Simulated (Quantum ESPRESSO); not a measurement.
**C (Diamond): zone-centre phonons**

Aim: the zone-centre modes of C (Diamond).

Program: Quantum ESPRESSO 7.5. Level of theory: DFT LDA, scalar-relativistic, plane waves, PseudoDojo norm-conserving pseudopotentials. Results are calculated unless marked as measured.

Experimental background.

For C, diamond cubic (pristine diamond, quoted literature value), “Creating two-dimensional solid helium via diamond lattice confinement” (2022, pmc:9553866) quotes earlier work: lattice constant a (cubic lattice constant a) 3.567 Å [literature experimental value quoted in the paper's theory part for comparison …].

“Damage-free highly efficient plasma-assisted polishing of a 20-mm square large mosaic single crystal diamond substrate” (2020, pmc:7655941) reports for C, diamond, by confocal micro-Raman, 532 nm excitation (mosaic (100) single crystal grown by microwave plasma CVD with nitrogen addition, plasma-assisted polished area): Raman mode (first-order diamond Raman line (zone-centre optical phonon), average …) 1332.9 cm⁻¹ [average over several points on polished mosaic CVD crystal; slightly shifted and …].

This is a report of a sequence of runs, with most program output left out.

### 1. Starting point

It takes space group Fd-3m (No. 227, cubic). Conventional cell: a = 3.567 Å, b = 3.567 Å, c = 3.567 Å, α = 90.00°, β = 90.00°, γ = 90.00°. Nearest to C lie 4 C at 1.54 Å.

### 2. A probe with smearing

Before anything dear is run, a loose run with smearing shows whether this is a metal and how far the cell is from rest.

File probe.in:

```
 &control
    calculation='scf',
    prefix='x',
    outdir='./tmp',
    pseudo_dir='./pseudo',
    tprnfor=.true.,
    tstress=.true.,
    verbosity='high',
 /
 &system
    ibrav=0,
    nat=2,
    ntyp=1,
    ecutwfc=90.0,
    occupations='smearing',
    smearing='gaussian',
    degauss=0.01,
 /
 &electrons
    conv_thr=1.0d-07,
    mixing_beta=0.7,
    electron_maxstep=100,
 /
ATOMIC_SPECIES
 C      12.0110  C.upf
CELL_PARAMETERS angstrom
    -1.783370000    0.000000000    1.783370000
     0.000000000    1.783370000    1.783370000
    -1.783370000    1.783370000    0.000000000
ATOMIC_POSITIONS crystal
 C      0.500000000   0.500000000   0.500000000
 C      0.250000000   0.250000000   0.250000000
K_POINTS automatic
 8 8 8 0 0 0
```

Command:

```bash
OMP_NUM_THREADS=1 mpirun -n 4 pw.x -nk 4 -in probe.in > probe.out
```

Elapsed: 1.6 s, on 4 MPI ranks of Arm Neoverse N1, shared host.

Read from the output:

```yaml
volume_per_atom: 5.672 Å³
pressure: -10.97 GPa
gap_on_the_k_mesh: 4.141 eV
```

A gap of 4.1 eV opens on this mesh, so the crystal is taken as an insulator; the start stands at -11 GPa.

### 3. Relaxing the cell and atoms

The relaxation runs at a cutoff a fifth above that of the response, since stress converges more slowly with the basis than frequencies do. Forces and stress are brought to rest with tight thresholds.

File relax.in:

```
 &control
    calculation='vc-relax',
    prefix='x',
    outdir='./tmp',
    pseudo_dir='./pseudo',
    tprnfor=.true.,
    tstress=.true.,
    forc_conv_thr=2.0d-05,
    etot_conv_thr=1.0d-07,
    nstep=40,
 /
 &system
    ibrav=0,
    nat=2,
    ntyp=1,
    ecutwfc=108,
    occupations='fixed',
    nbnd=6,
 /
 &electrons
    conv_thr=1.0d-11,
    mixing_beta=0.7,
    electron_maxstep=100,
 /
 &ions
 /
 &cell
    press_conv_thr=0.2,
 /
ATOMIC_SPECIES
 C      12.0110  C.upf
CELL_PARAMETERS angstrom
    -1.783370000    0.000000000    1.783370000
     0.000000000    1.783370000    1.783370000
    -1.783370000    1.783370000    0.000000000
ATOMIC_POSITIONS crystal
 C      0.500000000   0.500000000   0.500000000
 C      0.250000000   0.250000000   0.250000000
K_POINTS automatic
 10 10 10 0 0 0
```

Command:

```bash
OMP_NUM_THREADS=1 mpirun -n 4 pw.x -nk 4 -in relax.in > relax.out
```

Wall time 9.2 s (4 MPI ranks).

Step by step:

| step | energy less that of the first step (eV) | largest force (eV/Å) | pressure (GPa) | volume (Å³) |
| --- | --- | --- | --- | --- |
| 1 | 0.0000 | 0.0000 | -10.99 | 11.34 |
| 2 | 0.0069 | 0.0000 | 15.70 | 10.72 |
| 3 | -0.0097 | 0.0000 | -0.20 | 11.07 |
| 4 | -0.0097 | 0.0000 | 0.01 | 11.07 |
| 5 | -0.0097 | 0.0000 | -0.01 | 11.07 |
| 6 | -0.0097 | 0.0000 | -0.01 | 11.07 |

| conventional cell, symmetrised | before | after | change |
| --- | --- | --- | --- |
| a (Å) | 3.567 | 3.537 | -0.8 % |
| b (Å) | 3.567 | 3.537 | -0.8 % |
| c (Å) | 3.567 | 3.537 | -0.8 % |
| volume (Å³/atom) | 5.67 | 5.53 | -2.4 % |

The relaxed structure:

```xyz
2
Lattice="-1.7687 0.0000 1.7687 0.0000 1.7687 1.7687 -1.7687 1.7687 0.0000" Properties=species:S:1:pos:R:3 pbc="T T T"
C    -1.7687    1.7687    1.7687
C    -0.8844    0.8844    0.8844
```

The last row of the table of steps is pw.x's closing run on a basis chosen anew for the final cell, so its energy can jump.

Read from the output:

```yaml
volume_per_atom: 5.533 Å³
pressure: -0.01 GPa
gap_on_the_k_mesh: 4.239 eV
```

The volume changes by -2.4 % from the cell with which this run began.

### 4. Self-consistent run for the response

Perturbation theory inherits every error of the wavefunctions, so the threshold is set near the limit of the arithmetic. With a gap, occupations are fixed, which also allows the response to an electric field.

File scf.in:

```
 &control
    calculation='scf',
    prefix='x',
    outdir='./tmp',
    pseudo_dir='./pseudo',
    tprnfor=.true.,
    tstress=.true.,
 /
 &system
    ibrav=0,
    nat=2,
    ntyp=1,
    ecutwfc=90.0,
    occupations='fixed',
    nbnd=6,
 /
 &electrons
    conv_thr=1.0d-12,
    mixing_beta=0.7,
    electron_maxstep=100,
 /
ATOMIC_SPECIES
 C      12.0110  C.upf
CELL_PARAMETERS angstrom
    -1.768743271    0.000000000    1.768743271
     0.000000000    1.768743271    1.768743271
    -1.768743271    1.768743271    0.000000000
ATOMIC_POSITIONS crystal
 C      0.500000000   0.500000000   0.500000000
 C      0.250000000   0.250000000   0.250000000
K_POINTS automatic
 12 12 12 0 0 0
```

Command:

```bash
OMP_NUM_THREADS=1 mpirun -n 4 pw.x -nk 4 -in scf.in > scf.out
```

Wall time 3.7 s (4 MPI ranks); 14 s of CPU time.

Numbers from this step:

* pressure: -0.019 GPa
* gap on the k-mesh: 4.225 eV

The cell stands at -0.019 GPa, close enough for phonons.

### 5. Zone-centre response

At q = 0 one unit cell holds all displacements; symmetry groups them into irreducible representations that are solved one by one. The response to a field gives ε∞ and the Born charges, which polar modes need.

File ph.in:

```
phonons
 &inputph
    prefix='x',
    outdir='./tmp',
    fildyn='g.dyn',
    tr2_ph=1.0d-18,
    epsil=.true.,
 /
0.000000000000 0.000000000000 0.000000000000
```

Command:

```bash
OMP_NUM_THREADS=1 mpirun -n 4 ph.x -nk 4 -in ph.in > ph.out
```

The job ended after 38 s (4 MPI ranks; 2.5 min of CPU time).

This step gave:

| Item | Value |
| --- | --- |
| miss of the charge sum rule | 3.80e-4 e |
| largest acoustic frequency at the zone centre before the sum rule | -1.42 cm⁻¹ |
| highest optical zone-centre mode (no LO-TO term) | 1322 cm⁻¹ |
| lowest optical zone-centre mode | 1322 cm⁻¹ |
| mean high-frequency dielectric constant | 5.706 |

Born charge (rows field, columns displacement), before the sum rule (e), principal values of the symmetric part by kind of site:

| atom | atoms with these values | low | middle | high | mean |
| --- | --- | --- | --- | --- | --- |
| C1 | 2 | -0.0002 | -0.0002 | -0.0002 | -0.0002 |

In full for C1:

```
-0.0002  0.0000  0.0000
 0.0000 -0.0002  0.0000
 0.0000  0.0000 -0.0002
```

High-frequency dielectric tensor:

```
5.71 0.00 0.00
0.00 5.71 0.00
0.00 0.00 5.71
```

The acoustic modes at Γ come out as far as 1.4 cm⁻¹ from zero, where they should vanish, a small numerical error; the Born charges miss their sum rule by 3.8e-4 e, which is good.

### 6. Zone-centre analysis

A rigid shift of the crystal must cost nothing, but grids and finite bases break this; the acoustic sum rule is imposed before the matrix is diagonalised again.

File dynmat.in:

```
 &input
    fildyn='g.dyn',
    asr='simple',
    fileig='dynmat.eig',
    lperm=.true.,
 /
```

Command:

```bash
dynmat.x -in dynmat.in > dynmat.out
```

The job ended after 0.49 s (1 thread).

Unit eigenvectors of the mass-weighted matrix after the sum rule; no LO-TO term. Modes at Γ:

| mode | frequency (cm⁻¹) | symmetry |
| --- | --- | --- |
| 1 | 0.0 | acoustic |
| 2 | 0.0 | acoustic |
| 3 | 0.0 | acoustic |
| 4 | 1321.8 | T2g |
| 5 | 1321.8 | T2g |
| 6 | 1321.8 | T2g |

Displacements in mode 5 (1321.8 cm⁻¹), the largest set to 1:
```
C1   0.00  0.00  1.00
C2   0.00  0.00 -1.00
```

The rule moves no optical mode by more than 0.1 cm⁻¹.

### 7. What came out

```json
{"space group after relaxation": "Fd-3m", "volume per atom": "5.53 Å³", "gap on the k-mesh": "4.22 eV", "highest optical zone-centre mode (no LO-TO term)": "1322 cm⁻¹", "mean high-frequency dielectric constant": "5.71", "imaginary optical modes at the zone centre (no q mesh in this session)": "none"}
```

**Reading.** At the LDA level the optical modes of C (Diamond) at the zone centre lie at 1322 cm⁻¹. These are harmonic frequencies at zero temperature: anharmonic shifts and linewidths and thermal expansion are left out.

Comparison with the measured values:

```
                                      quantity  measured  LDA PseudoDojo norm-conserving, Quantum ESPRESSO
                        lattice constant a (Å)     3.567                                    3.537 (-0.8 %)
Raman mode, first-order diamond Raman … (cm⁻¹)    1332.9                                     1322 (-0.8 %)
```

Measured values from pmc:9553866 (2022) and pmc:7655941 (2020).

**Verdict.** The lattice constant a is off by -0.8 %: fair agreement. The Raman mode is off by -0.8 %: good agreement. The grades are ours: good and fair within 0.7 and 1.5 % for the lattice constant a and 3 and 7 % for the Raman mode. 1 further measured lines are left out: they lack a usable label, or no computed mode of their label or degeneracy could be paired (by label, or within 15 % without labels). For lattice constants and Raman mode the calculation has a static lattice, without zero-point motion or thermal expansion.

[Host names and launcher messages were left out of these logs when they were recorded.]

[Logs are printed without paths, hosts, clocks, repeated set-up lines and the standing remarks that a program may print on its own settings, such as how far it seeks lower states.]

[Hosts, paths, dates, database ids (printed as entryN), source tags and the programs' standing remarks are cut or masked in the printed files.]
